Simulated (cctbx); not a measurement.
# Which space group?

Cell: a = 7.8360 Å, b = 7.8360 Å, c = 13.7660 Å, α = 90.00°, β = 90.00°, γ = 90.00°. Expected content of the cell: W8 Er4 Ho16 P4.

Simulated single-crystal data (cctbx): Mo Kα, λ = 0.71073 Å, to d = 0.7 Å, 50 % of the full sphere, strongest reflection 5000 counts, noise from counting, a 4 % proportional error and a noise floor of 8 counts (s.d.); no absorption.

A first pass over the reflections prints:

```text
5266 reflections to d = 0.701 A
centring   violations  <I/sigma> of those
    A        728 of  2668      3.4
    B        723 of  2674      3.3
    C        561 of  2592      2.8
    I          0 of  2603      0.0
    R        974 of  3526      3.3
    F       1006 of  3967      3.2
Laue class    unique    Rint  (classes that these axes allow; Friedel mates merged)
I 1 2/m 1        1284   0.052
I 1 1 2/m        1258   0.054
I 2/m 1 1        1261   0.052
I m m m           743   0.058
I 4/m             668   0.059
I 4/m m m         408   0.062
space group    extra absences  I>4sigma  <I/sigma>
I 4 2 2                 0          0         -  acentric
I 4 m m                 0          0         -  acentric
I 4 c m               192          0      -0.0  acentric
I -4 m 2                0          0         -  acentric
I -4 c 2              192          0      -0.0  acentric
I -4 2 m                0          0         -  acentric
I 4/m m m               0          0         -  centric
I 4/m c m             192          0      -0.0  centric
Wilson B = 0.57 A^2   <|E^2-1|> = 0.936 (0.968 centric, 0.736 acentric)   E^2>4: 4.4 %
shell (A)         n   <I/sigma>
 6.88 - 1.40     63     18.7
 1.40 - 1.11     50     19.2
 1.11 - 0.97     54     14.4
 0.97 - 0.88     45     18.0
 0.88 - 0.82     54     11.1
 0.82 - 0.77     48     16.1
 0.77 - 0.73     45     10.8
 0.73 - 0.70     49     13.4
```

**Question.** What are the lattice type, the Laue class and the likely space group?

The reflections that I centring forbids are absent (⟨I/σ⟩ near 0), so the lattice is I.

Rint stays low (0.052 to 0.062) up to I 4/m m m, the highest class in these axes.

8 settings pass the absence test. The most absences obeyed, 192, belong to I 4 c m, I -4 c 2 and I 4/m c m, which absences can't tell apart.

⟨|E²−1|⟩ = 0.936 leans to a centrosymmetric structure. The Wilson B of 0.57 Å² means U ≈ 0.0072 Å².

The true group is I4/mcm (no. 140), Laue class 4/mmm, centrosymmetric. The tables only narrow the choice to the tied entries; cell content, site symmetry and trial solutions must settle it.

The model is made up (kin elements in a known structure type, no relaxation), so it says nothing on whether the phase exists.

[Logs are printed without paths, hosts, clocks, repeated set-up lines and the standing remarks that a program may print on its own settings, such as how far it seeks lower states.]
